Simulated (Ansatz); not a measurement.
# AlCo3C (Pm-3m): phonons and vibrational spectra, part 2 of 2

Aim: the phonons of AlCo3C (Pm-3m) at a cell relaxed beforehand at this level. After the zone centre comes a 4×4×4 q mesh on a 12×12×12 k mesh.

Ansatz 0.2.0; DFT PBEsol, scalar-relativistic, plane waves, PAW; PAW set soft_1.

So far. Step 2 (Modes at Γ): Before it was imposed, the acoustic sum rule was missed by 1.8e-5 eV/Å². Small misses are needed for a sound result but don't prove that mesh and cutoff are converged. The lowest optical mode is real, 189 cm⁻¹.

### 3. The dispersion

Stability and thermal properties need the whole zone. Linear response on a 4×4×4 q mesh gives force constants as far as a supercell of that size would.

File input.yaml:

```yaml
crystal:
  lattice:
    - [3.6781870481, 0.0, 0.0]
    - [0.0, 3.6781870481, 0.0]
    - [0.0, 0.0, 3.6781870481]
  atoms:
    - { symbol: Al, position: [0.0, 0.0, 0.0] }
    - { symbol: Co, position: [0.0, 0.5, 0.5] }
    - { symbol: Co, position: [0.5, 0.0, 0.5] }
    - { symbol: Co, position: [0.5, 0.5, 0.0] }
    - { symbol: C, position: [0.5, 0.5, 0.5] }
kpoints:
  mp_grid: { grid: [12, 12, 12] }
hamiltonian:
  xc: pbesol
  pseudopotentials: { kind: paw, azcp: { folder: soft_1 }, xc_functional: pbe }
scf:
  occupations: { method: methfessel_paxton, width: 0.2 }
output:
  eigenvalues: true
phonons:
  method: dfpt
  qmesh: [4, 4, 4]
  temperatures: { t_max: 1000, t_step: 50 }
  qpath:
    path:
      - [[0.0, 0.0, 0.0], [0.0, 0.5, 0.0], [0.5, 0.5, 0.0], [0.0, 0.0, 0.0], [0.5, 0.5, 0.5], [0.0, 0.5, 0.0]]
      - [[0.5, 0.5, 0.5], [0.5, 0.5, 0.0]]
    npoints: 10
```

The run is started by

```sh
> ansatz run input.yaml --threads 4 --pin off --max-ram 10240MiB --backend cpu --events-out ev --progress --plain --runs-dir out
```

Numbers of over 12 decimals in the logs are rounded to 6 here.

Log:

```text
[...]
Crystal: 5 atoms, lattice volume = 49.762 Å³
Basis set: ecut = 420 eV, 949 PW (Γ), exchange–correlation on 50×50×50 points (8 copies of the dense FFT grid, shifted against one another)
Bands: 35, of which v1, the nominal top of the filled ones, is band 29 counted from 1 (28 counted from 0)
Symmetry: 48 space group operations
k-points: 84 of 1728
[...]
SCF iter   1: F=—  HF=-16052.314532 eV  |F-HF|=—  |Δ(HF+E_count)|=         —  Δρ=7.14e-2  dr2=2.52e0  ethr=3.10e-3  ⟨swp⟩=4.4  Hψ=9536  notcnv=0
[...]
SCF iter  12: F=-16051.659534 eV  HF=-16051.659534 eV  |F-HF|=9.09e-12  |Δ(HF+E_count)|=    0.00e0  S|Δr|=    0.00e0  Δρ=6.64e-8  dr2=1.39e-12  ethr=1.00e-12  ⟨swp⟩=6.8  Hψ=13992  notcnv=0
SCF 1 converged in 12 iterations: F = -16051.659534 eV  dr2 = 1.39e-12
[...]
iter 1 solved again at ethr=1.94e-7 eV; its pass at ethr=3.10e-3 eV (dr2=1.12e-4 eV) is discarded
SCF iter   1: F=—  HF=-16051.659537 eV  |F-HF|=—  |Δ(HF+E_count)|=         —  Δρ=1.24e-6  dr2=5.20e-10  ethr=1.94e-7  ⟨swp⟩=3.0  Hψ=17817  notcnv=0
eigensolver tolerance schedule: the retry pair's looser diagonalisation over-reported the residual by 215990.20 of it (diagonalisation noise at an unbounded share of the residual, at the tolerance the schedule requests for it); recorded, not acted on — ethr = c·dr2/N_el stays at c = 1.0e-1
[...]
SCF iter   2: F=—  HF=-16051.659534 eV  |F-HF|=—  |Δ(HF+E_count)|=   3.46e-6  S|Δr|=    0.00e0  Δρ=9.53e-7  dr2=2.82e-10  ethr=1.00e-12  ⟨swp⟩=3.9  Hψ=8776  notcnv=0
[...]
SCF iter   5: F=-16051.659534 eV  HF=-16051.659534 eV  |F-HF|=1.82e-12  |Δ(HF+E_count)|=  1.82e-12  S|Δr|=    0.00e0  Δρ=9.06e-8  dr2=2.85e-12  ethr=1.00e-12  ⟨swp⟩=3.0  Hψ=6601  notcnv=0
SCF 2 converged in 5 iterations: F = -16051.659534 eV  dr2 = 2.85e-12
[...]
phonons: the bands overlap, so this run is a metal and interpolates without the dipole-dipole term. If the crystal is really an insulator or semiconductor, its LO-TO splitting is missing
NSCF: frozen V_eff on 84 k-points
[...]
DFPT response loops at q = (0, 0, 0) (fractional): preconditioner auto → Kerker (q_TF=auto, 2.799 Å⁻¹) (partly filled bands, converged f_vac=0.002); β = 1.00, the filter's whole step (`scf.mixing.beta` (0.50) is not read by the response loops under this deck's `scf.mixing.preconditioner`; to damp them name `kerker` or `kerker_dos`, under which they read `scf.mixing.beta`, and type it under 1.00, their step now; both keys bind the ground state too); Broyden in place of MSR1
[...]
SCF converged after 12 iterations
[...]
Free energy (F): -16051.659534 eV
[...]
Internal energy: -16051.672359 eV  (E = F + TS)
E sigma→0 (E₀):  -16051.662740 eV
Entropy (-TS):   0.012825 eV (2.565 meV/atom)
Fermi energy:    16.524290 eV
[...]
--- Band table (eV; the first three rows and the last of 84) ---
  k-point 0: bands = [... 25 lower, 15.3824, 15.3824, 16.3738, 16.3738, 16.3738, 16.6726, 20.0134, 20.0134, ... 2 higher]
  k-point 1: bands = [... 25 lower, 15.3823, 15.3823, 16.3739, 16.4126, 16.4126, 16.6386, 19.7485, 20.0928, ... 2 higher]
  k-point 2: bands = [... 25 lower, 15.3789, 15.3789, 16.3741, 16.5315, 16.5315, 16.5379, 19.5920, 20.3121, ... 2 higher]
  k-point 83: bands = [... 25 lower, 14.4893, 15.8129, 15.8129, 16.4122, 16.4122, 16.4122, 18.5851, 18.5851, ... 2 higher]
--- Phonons (Γ-DFPT): 4 representative perturbations + reference (Σ response iterations 12) ---
  ASR residual: 1.707e-5 → 0.000e0 eV/Å²; symmetrization residual: 8.185e-7 eV/Å²
  ASR residual per site (eV/Å²): 9.77e-7 1.16e-5 1.16e-5 1.16e-5 1.71e-5
[...]
--- Phonons (arbitrary-q DFPT): 10 irreducible q on the 4×4×4 mesh ---
  q = [0.0000, 0.0000, 0.0000] (star 1, of the zone-centre solve; hermiticity 6.64e-8, symmetrization 2.29e-12): -0.00 0.00 0.00 189.02 189.02 189.02 212.09 212.09 212.09 264.51 264.51 264.51 663.51 663.51 663.51
  q = [0.0000, 0.0000, 0.2500] (star 6, 9 solved perturbations in 4536 linear systems a pass and spin channel, the states on 588 of 1728 k-point pairs; hermiticity 1.81e-7, symmetrization 4.04e-13): 80.97 80.97 134.94 172.62 178.78 178.78 217.28 217.28 263.85 263.85 280.66 298.68 663.21 663.21 744.48
[...]
q = [0.0000, 0.2500, -0.5000] (star 12, 15 solved perturbations on 588 of 1728 k-point pairs; hermiticity 9.15e-8, symmetrization 7.12e-14): 103.99 146.10 152.48 158.95 159.11 210.56 217.90 263.72 266.76 273.12 285.64 378.55 662.12 739.72 796.70
[...]
sum rule: each row above includes the acoustic sum rule's correction from the zone centre's row sums; it moved no ω² by more than (0.62 cm⁻¹)²
  mesh force constants: q→R imaginary residual 3.36e-19; ASR residual 1.707e-5 → 0.000e0 eV/Å²; symmetrization residual 3.197e-14 eV/Å²
  interpolated dispersion: 62 rows × 15 modes
  density of states and harmonic sums: on the 20×20×20 q-mesh, interpolated from the force constants of a 4×4×4 supercell (no non-analytic term)
  largest difference from the sums on the solved wave vectors: F 9.34e-3 eV, S 1.33e-5 and C_V 4.01e-6 eV/K
  zero-point energy: 0.297687 eV/cell   skipped modes (ω ≤ 0): 3   left out of the sums: 2.50e-5 of the cell's modes: C_V's classical limit lies that fraction below 3 k_B per atom; for a crystal, a wire or a layer, F and S can be off by more, and a phonons.interpolated_qmesh denser along its periods is the remedy for the sampling
```

Wall time 37 min (4 threads of Arm Neoverse V2, shared host); peak memory 6.6 GiB; 2.4 h of CPU time.

This step gave:

```yaml
sum_rule_residual_before_enforcement: 1.71e-5 eV/Å²
lowest_frequency_on_the_path: 0 cm⁻¹
highest_frequency_on_the_path_or_at_a_solved_wavevector: 803.7 cm⁻¹
mean_frequency: 320.2 cm⁻¹
debye_temperature_second_moment: 722 K
logarithmic_mean_frequency: 260.1 cm⁻¹
lowest_mode_on_the_q_mesh_acoustic_modes_at_gamma_apart: 64.71 cm⁻¹
zero_point_energy_per_atom: 59.54 meV
heat_capacity_at_300_k: 20.04 J/(mol atoms K)
vibrational_entropy_at_300_k: 22.38 J/(mol atoms K)
edges_of_the_widest_gap_between_branches_on_path_and_mesh: 459.2, 661.4 cm⁻¹
```

Frequencies (cm⁻¹) solved at each irreducible wavevector; negative means imaginary. Frequencies by wavevector, by row:

| q in reciprocal lattice units | star | mode 1 | mode 2 | mode 3 | mode 4 | mode 13 | mode 14 | mode 15 |
| --- | --- | --- | --- | --- | --- | --- | --- | --- |
| 0 0 0 | 1 | 0 | 0 | 0 | 189 | 663.5 | 663.5 | 663.5 |
| 0 0 0.25 | 6 | 81 | 81 | 134.9 | 172.6 | 663.2 | 663.2 | 744.5 |
| 0 0 -0.5 | 3 | 135.3 | 135.3 | 153.1 | 153.1 | 662.7 | 662.7 | 797.7 |
| 0 0.25 0.25 | 12 | 103.7 | 109.4 | 160.4 | 160.6 | 662.6 | 728.2 | 752.9 |
| 0 0.25 -0.5 | 12 | 104 | 146.1 | 152.5 | 158.9 | 662.1 | 739.7 | 796.7 |
| 0 -0.5 -0.5 | 3 | 64.7 | 152.2 | 152.2 | 162 | 661.4 | 796.6 | 796.6 |
| 0.25 0.25 0.25 | 8 | 110.5 | 110.5 | 146.5 | 180.3 | 730.9 | 730.9 | 760.9 |
| 0.25 0.25 -0.5 | 12 | 101.7 | 107.2 | 128.9 | 180.4 | 733.9 | 749.1 | 798.8 |
| 0.25 -0.5 -0.5 | 6 | 72.6 | 106.1 | 106.1 | 190.2 | 743.5 | 800.9 | 800.9 |
| -0.5 -0.5 -0.5 | 1 | 80.2 | 80.2 | 80.2 | 196.1 | 803.7 | 803.7 | 803.7 |

Interpolated from a 4×4×4 q mesh. Phonon branches along the path, in cm⁻¹:

| point | branch 1 | branch 2 | branch 3 | branch 4 | branch 12 | branch 13 | branch 14 | branch 15 |
| --- | --- | --- | --- | --- | --- | --- | --- | --- |
| Γ | 0 | 0 | 0 | 189 | 264 | 664 | 664 | 664 |
| halfway | 81 | 81 | 135 | 173 | 299 | 663 | 663 | 744 |
| X | 135 | 135 | 153 | 153 | 362 | 663 | 663 | 798 |
| halfway | 104 | 146 | 152 | 159 | 378 | 662 | 740 | 797 |
| M | 65 | 152 | 152 | 162 | 419 | 661 | 797 | 797 |
| halfway | 104 | 109 | 160 | 161 | 326 | 663 | 728 | 753 |
| Γ | 0 | 0 | 0 | 189 | 264 | 664 | 664 | 664 |
| halfway | 110 | 110 | 146 | 180 | 350 | 731 | 731 | 761 |
| R | 80 | 80 | 80 | 196 | 459 | 804 | 804 | 804 |
| halfway | 102 | 107 | 129 | 180 | 394 | 734 | 749 | 799 |
| X | 135 | 135 | 153 | 153 | 362 | 663 | 663 | 798 |
| jump to R | 80 | 80 | 80 | 196 | 459 | 804 | 804 | 804 |
| halfway | 73 | 106 | 106 | 190 | 430 | 744 | 801 | 801 |
| M | 65 | 152 | 152 | 162 | 419 | 661 | 797 | 797 |

The phonon density of states has structure finer than the step of the table below, so its rows give means over 25 cm⁻¹, whole bins alone (the curve runs from 5 to 805 cm⁻¹). Peaks (cm⁻¹: height): 175.0: 0.0769, 265.0: 0.195, 665.0: 0.0390, 795.0: 0.0534.

Tetrahedra on a 20×20×20 mesh, mean over bins of 10 cm-1. Interpolated from a 4×4×4 q mesh. Table of phonon density of states by wavenumber; means over each step:

| wavenumber (cm⁻¹) | phonon density of states (1/cm⁻¹/cell) |
| --- | --- |
| 25 | 3.3e-4 |
| 50 | 0.00170 |
| 75 | 0.0138 |
| 100 | 0.0366 |
| 125 | 0.0362 |
| 150 | 0.0431 |
| 175 | 0.0653 |
| 200 | 0.0354 |
| 225 | 0.0339 |
| 250 | 0.0457 |
| 275 | 0.107 |
| 300 | 0.0255 |
| 325 | 0.00484 |
| 350 | 0.00769 |
| 375 | 0.00940 |
| 400 | 0.00803 |
| 425 | 0.00445 |
| 450 | 0.00110 |
| 475 | 3.0e-5 |
| 500 | 0 |
| 525 | 0 |
| 550 | 0 |
| 575 | 0 |
| 600 | 0 |
| 625 | 0 |
| 650 | 0.00585 |
| 675 | 0.0242 |
| 700 | 0.0148 |
| 725 | 0.0133 |
| 750 | 0.0145 |
| 775 | 0.0221 |

The partial phonon density of states has structure finer than the step of the table below, so its rows give means over 20 cm⁻¹, whole bins alone (the curve runs from -10 to 837 cm⁻¹). Peaks (cm⁻¹: height): Al 267.1: 0.128; C 666.7: 0.0269, 688.0: 0.0197, 719.9: 0.0179, 746.6: 0.0179, 794.5: 0.0411; Co 176.5: 0.0690, 219.1: 0.0377, 267.1: 0.0353.

Phonopy on the run's constants, 15x15x15 mesh, Gaussian sigma 6.1 cm-1. Interpolated from a 4×4×4 q mesh. Partial phonon density of states against wavenumber; means over each step; values in 1/cm⁻¹/cell:

| wavenumber (cm⁻¹) | Al | C | Co |
| --- | --- | --- | --- |
| 0 | 8.7e-6 | 0 | 3.6e-5 |
| 20 | 3.1e-5 | 1.3e-5 | 1.9e-4 |
| 40 | 1.1e-4 | 4.4e-5 | 7.5e-4 |
| 60 | 2.9e-4 | 1.0e-4 | 0.00352 |
| 80 | 6.5e-4 | 1.8e-4 | 0.0176 |
| 100 | 0.00159 | 2.8e-4 | 0.0347 |
| 120 | 0.00140 | 3.3e-4 | 0.0359 |
| 140 | 8.2e-4 | 3.1e-4 | 0.0352 |
| 160 | 0.00139 | 2.2e-4 | 0.0520 |
| 180 | 0.00442 | 7.8e-5 | 0.0605 |
| 200 | 0.00351 | 3.1e-4 | 0.0295 |
| 220 | 0.00156 | 0.00355 | 0.0331 |
| 240 | 0.00120 | 0.00273 | 0.0185 |
| 260 | 0.0684 | 0.00180 | 0.0233 |
| 280 | 0.0603 | 0.00131 | 0.0275 |
| 300 | 0.00395 | 5.5e-4 | 0.0206 |
| 320 | 3.7e-5 | 3.1e-4 | 0.00496 |
| 340 | 2.7e-5 | 3.6e-4 | 0.00530 |
| 360 | 2.7e-5 | 4.4e-4 | 0.00919 |
| 380 | 1.1e-5 | 4.1e-4 | 0.00833 |
| 400 | 1.0e-5 | 3.1e-4 | 0.00765 |
| 420 | 1.8e-6 | 1.7e-4 | 0.00542 |
| 440 | 0 | 5.2e-5 | 0.00202 |
| 460 | 0 | 4.0e-6 | 4.4e-4 |
| 480 | 0 | 0 | 2.4e-6 |
| 500 | 0 | 0 | 0 |
| 520 | 0 | 0 | 0 |
| 540 | 0 | 0 | 0 |
| 560 | 0 | 0 | 0 |
| 580 | 0 | 0 | 0 |
| 600 | 0 | 0 | 0 |
| 620 | 0 | 0 | 0 |
| 640 | 0 | 2.5e-4 | 6.1e-5 |
| 660 | 5.7e-6 | 0.0149 | 0.00353 |
| 680 | 1.2e-5 | 0.0176 | 0.00360 |
| 700 | 1.5e-5 | 0.0112 | 0.00184 |
| 720 | 2.4e-5 | 0.0138 | 0.00169 |
| 740 | 2.6e-5 | 0.0120 | 9.8e-4 |
| 760 | 3.1e-5 | 0.0140 | 9.1e-4 |
| 780 | 5.7e-5 | 0.0248 | 7.6e-4 |
| 800 | 5.6e-5 | 0.0267 | 2.4e-4 |
| 820 | 1.8e-6 | 8.7e-4 | 2.3e-6 |

Harmonic thermodynamic functions per atom, from the density of states. Interpolated from a 4×4×4 q mesh. Thermodynamic functions, by row:

| T (K) | F_vib (meV/atom) | S (J/mol-atom/K) | C_V (J/mol-atom/K) |
| --- | --- | --- | --- |
| 0 | 59.54 | 0 | 0 |
| 50 | 59.4 | 1.132 | 3.156 |
| 100 | 57.76 | 5.479 | 9.898 |
| 200 | 47.07 | 14.87 | 16.89 |
| 300 | 27.62 | 22.38 | 20.04 |
| 400 | 1.19 | 28.4 | 21.74 |
| 500 | -30.89 | 33.37 | 22.73 |
| 600 | -67.71 | 37.57 | 23.33 |
| 700 | -108.6 | 41.2 | 23.72 |
| 800 | -152.9 | 44.38 | 23.99 |
| 900 | -200.4 | 47.22 | 24.18 |
| 1000 | -250.7 | 49.78 | 24.32 |

Harmonic mean-square displacement, third of the trace. Interpolated from a 4×4×4 q mesh. Mean square displacements, by row:

| T (K) | Al1 U_eq (Å²) | Co2 U_eq (Å²) | Co3 U_eq (Å²) | Co4 U_eq (Å²) | C5 U_eq (Å²) |
| --- | --- | --- | --- | --- | --- |
| 0 | 0.00252 | 0.00167 | 0.00167 | 0.00167 | 0.00232 |
| 100 | 0.00282 | 0.00226 | 0.00226 | 0.00226 | 0.00247 |
| 300 | 0.00523 | 0.00523 | 0.00523 | 0.00523 | 0.00339 |
| 600 | 0.00974 | 0.01012 | 0.01012 | 0.01012 | 0.00541 |

Symmetry leaves 10 wavevectors to solve. The lowest mode among them, the acoustic zeros apart, lies at q = (0, -0.5, -0.5) and is real, 64.7 cm⁻¹.

### 4. Another isotope

An isotope changes the mass and not the force constants, so no new electronic calculation is needed; the shifts show which modes move this element.

The same force constants with the mass of C changed from 12.011 to 13.003 u (phonopy, no LO-TO term). Both lists are sorted by frequency; levels can cross, so a row need not hold one and the same mode. Modes under 3 cm⁻¹ are left out. Isotope shifts, by row, the first 40 of 57 rows:

| q | rank | natural mass (cm⁻¹) | changed mass (cm⁻¹) |
| --- | --- | --- | --- |
| 0 0 0 | 4 | 189 | 189 |
| 0 0 0 | 5 | 189 | 189 |
| 0 0 0 | 6 | 189 | 189 |
| 0 0 0 | 7 | 212.1 | 210.8 |
| 0 0 0 | 8 | 212.1 | 210.8 |
| 0 0 0 | 9 | 212.1 | 210.8 |
| 0 0 0 | 10 | 264.5 | 264.5 |
| 0 0 0 | 11 | 264.5 | 264.5 |
| 0 0 0 | 12 | 264.5 | 264.5 |
| 0 0 0 | 13 | 663.5 | 643.2 |
| 0 0 0 | 14 | 663.5 | 643.2 |
| 0 0 0 | 15 | 663.5 | 643.2 |
| 0 0 0.25 | 1 | 80.97 | 80.8 |
| 0 0 0.25 | 2 | 80.97 | 80.8 |
| 0 0 0.25 | 3 | 134.9 | 134.9 |
| 0 0 0.25 | 4 | 172.6 | 172.6 |
| 0 0 0.25 | 5 | 178.8 | 178.8 |
| 0 0 0.25 | 6 | 178.8 | 178.8 |
| 0 0 0.25 | 7 | 217.3 | 215.9 |
| 0 0 0.25 | 8 | 217.3 | 215.9 |
| 0 0 0.25 | 9 | 263.9 | 263.8 |
| 0 0 0.25 | 10 | 263.9 | 263.8 |
| 0 0 0.25 | 11 | 280.7 | 280.6 |
| 0 0 0.25 | 12 | 298.7 | 297.7 |
| 0 0 0.25 | 13 | 663.2 | 642.8 |
| 0 0 0.25 | 14 | 663.2 | 642.8 |
| 0 0 0.25 | 15 | 744.5 | 718.2 |
| 0 0 -0.5 | 1 | 135.3 | 135 |
| 0 0 -0.5 | 2 | 135.3 | 135 |
| 0 0 -0.5 | 3 | 153.1 | 153.1 |
| 0 0 -0.5 | 4 | 153.1 | 153.1 |
| 0 0 -0.5 | 5 | 157.5 | 157.5 |
| 0 0 -0.5 | 6 | 175.5 | 175.5 |
| 0 0 -0.5 | 7 | 218.9 | 217.6 |
| 0 0 -0.5 | 8 | 218.9 | 217.6 |
| 0 0 -0.5 | 9 | 262.7 | 262.7 |
| 0 0 -0.5 | 10 | 262.7 | 262.7 |
| 0 0 -0.5 | 11 | 288.9 | 288.9 |
| 0 0 -0.5 | 12 | 362 | 362 |
| 0 0 -0.5 | 13 | 662.7 | 642.2 |

A mode of this element alone would shift by -3.89 %. The highest zone-centre frequency without the field goes from 663.5 to 643.2 cm⁻¹ (-3.1 %). The product of the frequency ratios over all optical modes at Γ is 0.894; the product rule, (m/m′)^(3k/2) (M′/M)^(3/2) with k = 1 such atoms and M the mass of the cell, gives 0.894.

### 5. Summary of results

* space group (within 0.01 Å): Pm-3m
* volume per atom: 9.95 Å³
* electronic character: no gap on this mesh
* highest optical mode at the zone centre (no LO-TO term): 664 cm⁻¹
* lowest optical zone-centre mode: 189 cm⁻¹
* lowest mode on the q mesh (acoustic modes at Γ apart): 64.7 cm⁻¹
* highest frequency on the path or at a solved wavevector: 804 cm⁻¹
* zero-point energy per atom: 59.5 meV
* heat capacity at 300 K: 20.0 J/(mol atoms K)
* vibrational entropy at 300 K: 22.4 J/(mol atoms K)
* Debye temperature (second moment): 722 K
* imaginary modes on the 4×4×4 q mesh: none

What this shows: The structure is a minimum as far as tested: no mode is imaginary at the 10 irreducible wavevectors of the 4×4×4 mesh, and the softest away from the acoustic zeros lies at 65 cm⁻¹. The optical modes at Γ span 189 to 664 cm⁻¹. The highest mode in this list at Γ, 663.5 cm⁻¹, is mostly motion of C (79 % of the kinetic energy). On the path and the mesh, the widest gap between branches runs from 459 to 661 cm⁻¹. With no gap, or one that is small against the smearing, the frequencies hang on the k mesh and the smearing, most of all near Kohn anomalies. The phonon runs are without spin polarisation, although Co often carries a moment. The PAW files were made for PBE and serve the other functionals too. These are harmonic frequencies at zero temperature: anharmonic shifts, linewidths and thermal expansion are left out.

[Logs are printed without paths, hosts, clocks, repeated set-up lines and the standing remarks that a program may print on its own settings, such as how far it seeks lower states.]

[Hosts, paths, dates, database ids (printed as entryN), source tags and the programs' standing remarks are cut or masked in the printed files.]
